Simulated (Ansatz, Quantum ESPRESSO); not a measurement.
# BaC2 (I4/mmm): third-order response, part 3 of 3

Wanted: vibrational spectra of BaC2 (I4/mmm) from linear and non-linear response.

Quantum ESPRESSO 8.0 development, patched; DFT LDA, scalar-relativistic, plane waves, PseudoDojo norm-conserving pseudopotentials.

So far, highest mode moved by the LO-TO term (cm⁻¹): step 9 (modes along a direction of q (1 0 0)) 315; step 10 (q direction 0×0×1) 308; step 11 (q direction 1×1×1) 312.

**12. A second program**

The same cell goes through another code at the same cutoff. The files are of one family, but Ansatz's library holds files of its own making for some heavy elements, so those for Ba may differ. Its k mesh is centred on Γ.

This step: DFT LDA, scalar-relativistic, plane waves, norm-conserving pseudopotentials of its library (PseudoDojo's, some remade) (Ansatz 0.2.0).

File input.yaml:

```yaml
crystal:
  lattice:
    - [-2.130654664, 2.130654664, 3.561042525]
    - [2.130654664, -2.130654664, 3.561042525]
    - [2.130654664, 2.130654664, -3.561042525]
  atoms:
    - { symbol: Ba, position: [0.0, 0.0, 0.0] }
    - { symbol: C, position: [0.588130211, 0.588130211, 0.0] }
    - { symbol: C, position: [0.411869789, 0.411869789, 0.0] }
kpoints:
  mp_grid: { grid: [8, 8, 8] }
hamiltonian:
  xc: lda
  pseudopotentials: { kind: nc, accuracy: standard }
scf:
  occupations: { method: fixed }
output:
  eigenvalues: true
basis:
  ecutwfc: 1006.821
phonons:
  method: dfpt
  dielectric: true
  rigid_motions: translations
  raman: true
```

On the command line:

```console
> ansatz run input.yaml --threads 8 --pin off --max-ram 16384MiB --backend cpu --events-out ev --progress --plain --runs-dir out
```

Output:

```text
Warning: basis.ecutwfc = 1006.821 eV is below the records' recommended 1115.666836 eV, and the density's cutoff is lower with it unless basis.ecutrho_ratio is high enough to keep the records' density cutoff: compare with a run at a higher cutoff
Engine: ansatz 0.2.0, aarch64-unknown-linux-gnu
Pseudopotentials: kind: nc
Pseudopotential: Ba, nc, valence charge 10, recommended cutoff 770 eV (normal), Ba.nc.azcp (PseudoDojo's, or run here from an input of PseudoDojo's; its table is named by hamiltonian.pseudopotentials.accuracy)
Pseudopotential: C, nc, valence charge 4, recommended cutoff 1115.666836 eV (normal), C.nc.azcp (PseudoDojo's, or run here from an input of PseudoDojo's; its table is named by hamiltonian.pseudopotentials.accuracy)
Functional definition: SPW92
  exchange = slater_x
  correlation = pw_c
Crystal: 3 atoms, lattice volume = 64.664 Å³
Basis set: ecut = 1006.821 eV, 4683 PW (Γ), exchange–correlation on 100×100×100 points (8 copies of the dense FFT grid, shifted against one another)
Bands: 13, of which v1, the nominal top of the filled ones, is band 9 counted from 1 (8 counted from 0)
Symmetry: 16 space group operations
k-points: 150 of 512 (irreducible under 2 space group operations, time reversal used)
Non-local potential: Ba, projectors of the file, l = 0: 2, l = 1: 2, l = 2: 2, l = 3: 2
Non-local potential: C, projectors of the file, l = 0: 2, l = 1: 2
Initial density: superposition of atomic densities (chi_scale 0.1, normalization cell, long waves kept (reshape's long-wave potential 0.00 eV rms))
Initial wavefunctions: pseudopotential atomic-orbital guess
Functional: x = slater, c = lda
SCF iter   1: F=—  HF=-1092.885199 eV  |F-HF|=—  |Δ(HF+E_count)|=         —  Δρ=7.34e-2  dr2=3.22e0  ethr=3.10e-3  ⟨swp⟩=6.5  Hψ=12521  notcnv=0  defer=270
preconditioner: auto → none  [insulator: Δε(μ)=2.347 eV  Ē_g=12.181 eV  n_scr=14 (ndim 8)  ℏωp=18.5 eV  f_vac=0.000  ε∞_Penn≈3.3]
SCF iter   2: F=—  HF=-1091.831405 eV  |F-HF|=—  |Δ(HF+E_count)|=    1.05e0  Δρ=2.80e-2  dr2=3.72e-1  ethr=3.10e-3  ⟨swp⟩=4.3  Hψ=5673  notcnv=0  defer=260
SCF iter   3: F=—  HF=-1091.723976 eV  |F-HF|=—  |Δ(HF+E_count)|=   1.07e-1  Δρ=1.29e-2  dr2=5.90e-2  ethr=2.07e-3  ⟨swp⟩=3.5  Hψ=3232  notcnv=0  defer=286
SCF iter   4: F=—  HF=-1091.709224 eV  |F-HF|=—  |Δ(HF+E_count)|=   1.48e-2  Δρ=4.08e-3  dr2=5.48e-3  ethr=3.28e-4  ⟨swp⟩=2.8  Hψ=3520  notcnv=0  defer=295
SCF iter   5: F=—  HF=-1091.707959 eV  |F-HF|=—  |Δ(HF+E_count)|=   1.26e-3  Δρ=6.39e-4  dr2=1.37e-4  ethr=3.04e-5  ⟨swp⟩=4.1  Hψ=3912  notcnv=0  defer=296
SCF iter   6: F=—  HF=-1091.707951 eV  |F-HF|=—  |Δ(HF+E_count)|=   7.76e-6  Δρ=7.23e-5  dr2=2.51e-6  ethr=7.64e-7  ⟨swp⟩=2.9  Hψ=3504  notcnv=0  defer=296
SCF iter   7: F=—  HF=-1091.707952 eV  |F-HF|=—  |Δ(HF+E_count)|=   1.18e-6  Δρ=6.52e-6  dr2=1.47e-8  ethr=1.39e-8  ⟨swp⟩=2.6  Hψ=3478  notcnv=0  defer=283
SCF iter   8: F=—  HF=-1091.707919 eV  |F-HF|=—  |Δ(HF+E_count)|=   3.28e-5  Δρ=1.22e-6  dr2=3.51e-10  ethr=8.17e-11  ⟨swp⟩=3.9  Hψ=4343  notcnv=0  defer=283
SCF iter   9: F=-1091.707919 eV  HF=-1091.707919 eV  |F-HF|=1.59e-12  |Δ(HF+E_count)|=  4.62e-11  Δρ=8.59e-8  dr2=2.59e-12  ethr=1.00e-12  ⟨swp⟩=21.8  Hψ=29096  notcnv=0
SCF 1 converged in 9 iterations: F = -1091.707919 eV  dr2 = 2.59e-12
NSCF: frozen V_eff on 2 k-points
DFPT response loops at Γ: preconditioner auto → none (the input reference at scf.mixing.eps_inf says where Resta's filter doesn't serve); β = 0.50; Broyden in place of MSR1
── the response to a field inside a basis, on 8×8×8 k-points: an SCF that follows is theirs, and a resumed run solves both again ──
Bands: 10, of which v1, the nominal top of the filled ones, is band 9 counted from 1 (8 counted from 0)
k-points: 56 of 512
Initial density: handed on by an earlier stage of this run
Initial wavefunctions: pseudopotential atomic-orbital guess (no wavefunctions were taken with the density)
Eigensolver: Dense (56 Hₖ)
SCF iter   1: F=—  HF=-1091.707729 eV  |F-HF|=—  |Δ(HF+E_count)|=         —  Δρ=1.67e-4  dr2=1.93e-6  ethr=1.00e-1
preconditioner: auto → none  [insulator: Δε(μ)=1.348 eV  Ē_g=9.560 eV  n_scr=14 (ndim 8)  ℏωp=18.5 eV  f_vac=0.000  ε∞_Penn≈4.7]
SCF iter   2: F=—  HF=-1091.707731 eV  |F-HF|=—  |Δ(HF+E_count)|=   1.38e-6  Δρ=8.36e-5  dr2=4.66e-7  ethr=1.07e-8
SCF iter   3: F=—  HF=-1091.707731 eV  |F-HF|=—  |Δ(HF+E_count)|=   5.33e-7  Δρ=1.94e-5  dr2=1.66e-7  ethr=2.59e-9
SCF iter   4: F=—  HF=-1091.707731 eV  |F-HF|=—  |Δ(HF+E_count)|=   2.92e-8  Δρ=1.47e-6  dr2=3.35e-10  ethr=9.21e-10
SCF iter   5: F=-1091.707731 eV  HF=-1091.707731 eV  |F-HF|=2.27e-13  |Δ(HF+E_count)|=  3.52e-11  Δρ=7.71e-8  dr2=9.70e-13  ethr=1.86e-12
SCF 1 converged in 5 iterations: F = -1091.707731 eV  dr2 = 9.70e-13
DFPT response loops at Γ: mixed as the last ones told, above
DFPT response loops at Γ: mixed as the last ones told, above
SCF converged after 9 iterations
Free energy (F): -1091.707919 eV
Harris-Foulkes:  -1091.707919 eV  (|F-HF|=1.59e-12)
Internal energy: -1091.707919 eV  (E = F + TS)
E sigma→0 (E₀):  -1091.707919 eV
Fermi energy:    5.199783 eV
--- Per-component energies (eV) ---
  E_band       = -60.811390
  E_kinetic    = 396.071289
  E_local      = -617.674458  (includes V_loc(G=0)·N_el)
  E_nonlocal   = 96.095958
  E_hartree    = 165.350251
  E_xc         = -292.069813
  E_vxc        = -266.004665  (∫ρ·V_xc dr)
  E_ewald      = -839.481147
  E_smearing   = -0.000000  (= −TS)
  E_closure    = 0.000000  (closes the sum)
  Σ components = -1091.707919   (vs F -1091.707919, Δ=0.00e0)
--- Band table (eV; the first three rows and the last of 150) ---
  k-point 0: bands = [... 5 lower, 2.7519, 3.3023, 4.2473, 4.2473, 8.3028, 8.3028, 8.8855, 10.2170]
  k-point 1: bands = [... 5 lower, 2.6819, 3.2171, 3.9618, 4.2120, 7.8886, 8.8651, 9.4304, 10.6886]
  k-point 2: bands = [... 5 lower, 2.6018, 3.0795, 4.0039, 4.1974, 7.1595, 10.2811, 10.8291, 11.2921]
  k-point 149: bands = [... 5 lower, 2.4155, 4.1331, 4.1331, 4.9302, 7.7461, 11.5527, 11.6331, 11.6331]
--- Phonons (Γ-DFPT): 4 representative perturbations + reference, on 150 of 512 k-points (Σ response iterations 12) ---
  k mesh reduced under 2 symmetry operations, with k and −k counted as one. Each operation leaves every solved perturbation unchanged. A smaller set is not considered because the run solves the response to a homogeneous field
  ASR residual: 1.553e-4 → 0.000e0 eV/Å²; symmetrization residual: 8.007e-7 eV/Å²
  ASR residual per site (eV/Å²): 1.55e-4 8.94e-5 8.94e-5
  Γ frequencies (cm⁻¹): 0.00 0.00 0.00 147.33 147.33 167.55 167.55 191.32 1876.99
  ε∞ (high-frequency dielectric tensor):
        3.498253     0.000000     0.000000
        0.000000     3.498253     0.000000
        0.000000     0.000000     4.012588
  ε⁰ (static dielectric tensor: ions relaxed, cell fixed):
       12.312272    -0.000000    -0.000000
       -0.000000    12.312272     0.000000
       -0.000000     0.000000    10.212759
  ε⁰ − ε∞ (ionic part):
        8.814020    -0.000000    -0.000000
       -0.000000     8.814020     0.000000
       -0.000000     0.000000     6.200171
  softest optical mode at Γ: 147.33 cm⁻¹; the repairs (sum rule, projections) moved no ω² at Γ by more than (1.48 cm⁻¹)²
  Born effective charges Z* (e; rows j = field, columns β = displacement):
    site 0:
         2.57846   -0.00000    0.00000
        -0.00000    2.57846    0.00000
         0.00000   -0.00000    2.46937
    site 1:
        -1.28923   -0.00000   -0.00000
        -0.00000   -1.28923   -0.00000
        -0.00000    0.00000   -1.23469
    site 2:
        -1.28923    0.00000   -0.00000
         0.00000   -1.28923   -0.00000
         0.00000    0.00000   -1.23469
  Z* charge neutrality: 7.333e-4 e pre-enforcement
  solved inside a basis spanned on kpoints, on 8×8×8 k-points: ε∞ is read to err by 1.1e-2, Z* by 1.1e-2 e (field_mesh: kpoints solves on kpoints); Z* is corrected for what the basis lacks
  Raman tensors (in the event stream and the table raman_tensors.tsv): an entry may err by 2.5e-1 Å², one of the second-order susceptibility by 1.6e-19 pm/V (basis, points and sum rule); their sum over the sites missed zero by 1.066e-14 Å² ahead of its enforcement
  optical modes at Γ without the LO–TO term, one row a degenerate level:
      ω (cm⁻¹)  modes    IR ((D/Å)²/amu)  static Raman (Å⁴/amu)  depolarisation
        147.33      2             0.0000                19.1395           0.750
        167.55      2            15.0043                 0.0000               —
        191.32      1             6.8808                 0.0000               —
       1876.99      1             0.0000              1903.1046           0.126
  optical modes at Γ + LO–TO along q̂ = [1.0000, 0.0000, 0.0000]:
      ω (cm⁻¹)  modes    IR ((D/Å)²/amu)  static Raman (Å⁴/amu)  depolarisation
        147.33      2             0.0000                19.1395           0.750
        167.55      1             7.5021                 0.0000               —
        191.32      1             6.8808                 0.0000               —
        314.34      1             7.5021                 0.0000               —
       1876.99      1             0.0000              1903.1046           0.126
  optical modes at Γ + LO–TO along q̂ = [0.0000, 1.0000, 0.0000]:
      ω (cm⁻¹)  modes    IR ((D/Å)²/amu)  static Raman (Å⁴/amu)  depolarisation
        147.33      2             0.0000                19.1395           0.750
        167.55      1             7.5021                 0.0000               —
        191.32      1             6.8808                 0.0000               —
        314.34      1             7.5021                 0.0000               —
       1876.99      1             0.0000              1903.1046           0.126
  optical modes at Γ + LO–TO along q̂ = [0.0000, 0.0000, 1.0000]:
      ω (cm⁻¹)  modes    IR ((D/Å)²/amu)  static Raman (Å⁴/amu)  depolarisation
        147.33      2             0.0000                19.1395           0.750
        167.55      2            15.0043                 0.0000               —
        305.23      1             6.8808                 0.0000               —
       1876.99      1             0.0000              1903.1046           0.126
```

The job ended after 1.8 min (8 threads of Arm Neoverse V1, shared host; peak memory 2.3 GiB; 13 min of CPU time).

Numbers from this step:

| Quantity | Value |
| --- | --- |
| gap on the k-mesh | 1.225 eV |
| sum-rule residual before enforcement | 1.55e-4 eV/Å² |
| miss of the charge sum rule | 7.33e-4 e |
| estimated error of the dielectric tensor | 0.01095 |
| estimated error of the Born charges | 0.01125 e |
| lowest optical zone-centre mode | 147.3 cm⁻¹ |
| mean high-frequency dielectric constant | 3.670 |
| largest Born charge in size (third of the trace) | 2.542 e |
| mean static dielectric constant | 11.61 |
| highest mode moved by the LO-TO term | 314.3 cm⁻¹ |

Transverse modes. Lines of the infrared spectrum (strongest = 100):

| position (cm⁻¹) | label | IR intensity ((D/Å)²/amu), degenerate modes summed, relative |
| --- | --- | --- |
| 147 | Eg | 0.0 |
| 168 | Eu | 100 |
| 191 | A2u | 46 |
| 1877 | A1g | 0.0 |

Activity x (w_L - w)^4 (n + 1)/w, 532 nm, 300 K. Lines of the Raman spectrum (strongest = 100):

| position (cm⁻¹) | label | Stokes intensity, strongest 100 |
| --- | --- | --- |
| 147 | Eg | 37 |
| 168 | Eu | 0.0 |
| 191 | A2u | 0.0 |
| 1877 | A1g | 100 |

**13. Side by side: QE PseudoDojo and Ansatz, library NC**

Worked out from the results:

- root-mean-square difference: 5.92 cm⁻¹
- largest difference: 8.76 cm⁻¹

Frequencies side by side, by row:

| q (reciprocal lattice) | mode | QE PseudoDojo (cm⁻¹) | Ansatz, library NC (cm⁻¹) |
| --- | --- | --- | --- |
| 0 0 0 | 1 | 0 | 0 |
| 0 0 0 | 2 | 0 | 0 |
| 0 0 0 | 3 | 0 | 0 |
| 0 0 0 | 4 | 156.1 | 147.3 |
| 0 0 0 | 5 | 156.1 | 147.3 |
| 0 0 0 | 6 | 171 | 167.6 |
| 0 0 0 | 7 | 171 | 167.6 |
| 0 0 0 | 8 | 197.1 | 191.3 |
| 0 0 0 | 9 | 1877 | 1877 |

The two runs side by side. Further quantities:

| quantity | QE PseudoDojo | Ansatz, library NC |
| --- | --- | --- |
| mean ε∞ | 3.689 | 3.67 |
| largest Born charge in size (e; the first before, the second after the charge sum rule) | 2.538 | 2.542 |
| summed IR intensity ((D/Å)²/amu) | 21.82 | 21.89 |
| summed Raman activity (Å⁴/amu) | 2034 | 1922 |

At the zone centre the largest difference (acoustic modes at Γ apart) is 0.5 % of the highest mode, but 6 % of the mode at 156 cm⁻¹ on which it sits; the summed Raman activity differs by 5.8 %.

**14. Outcome**

| Property | Result |
| --- | --- |
| space group after relaxation | I4/mmm |
| volume per atom | 21.6 Å³ |
| gap on the k-mesh | 1.20 eV |
| highest optical zone-centre mode (no LO-TO term) | 1877 cm⁻¹ |
| lowest optical zone-centre mode | 156.1 cm⁻¹ |
| highest mode moved by the LO-TO term | 315.5 cm⁻¹ |
| mean high-frequency dielectric constant | 3.69 |
| largest Born charge in size (third of the trace) | 2.54 e |
| mean static dielectric constant | 11.3 |
| imaginary optical modes at the zone centre (no q mesh in this session) | none |
| largest difference from Ansatz, library NC | 8.76 cm⁻¹ |

In words: The largest Raman activity of BaC2 (I4/mmm) lies at 1877 cm⁻¹ and the strongest infrared line at 171 cm⁻¹ (transverse modes). At the LDA level the optical modes of BaC2 (I4/mmm) at the zone centre (no LO-TO term) run from 156 to 1877 cm⁻¹. Along the directions run, the highest mode that the macroscopic field moves lies at 315 cm⁻¹. Lattice motion raises the mean dielectric constant from 3.689 to 11.26. The Raman intensities rest on static tensors of the transverse modes; green light lies near or above this gap, where resonance changes them. Of the 6 optical modes, 3 are Raman active alone and 3 are infrared active alone; inversion symmetry keeps the two sets apart. QE PseudoDojo and Ansatz, library NC differ by 5.9 cm⁻¹ in the root mean square and by 8.8 cm⁻¹ at most, 0.5 % of the highest mode compared (acoustic modes at Γ left out); the two use different potentials, and the cell was not relaxed for the second set. These are harmonic frequencies at zero temperature: anharmonic shifts and linewidths and thermal expansion are left out. Spin-orbit coupling is left out, which can matter for the heavy elements here. The relaxation ran at 74 Ry, under the 82 Ry recommended for these files; the stress of so short a basis can leave the cell about one per cent too small. Ansatz warns that the cutoff lies 10 % under the one recommended for these files; agreement at one cutoff is not convergence. The total energies of the two programs lie far apart, so at least one potential file in Ansatz's library differs from the published one read by the first program. The build is a development version in which the Raman tensors of release 7.5 are mended; dynmat.x leaves out the electro-optic term of LO lines. The structure comes from a database and need not be the phase that is stable at ambient conditions.

[Host names and launcher messages were left out of these logs when they were recorded.]

[Logs are printed without paths, hosts, clocks, repeated set-up lines and the standing remarks that a program may print on its own settings, such as how far it seeks lower states.]

[Hosts, paths, dates, database ids (printed as entryN), source tags and the programs' standing remarks are cut or masked in the printed files.]
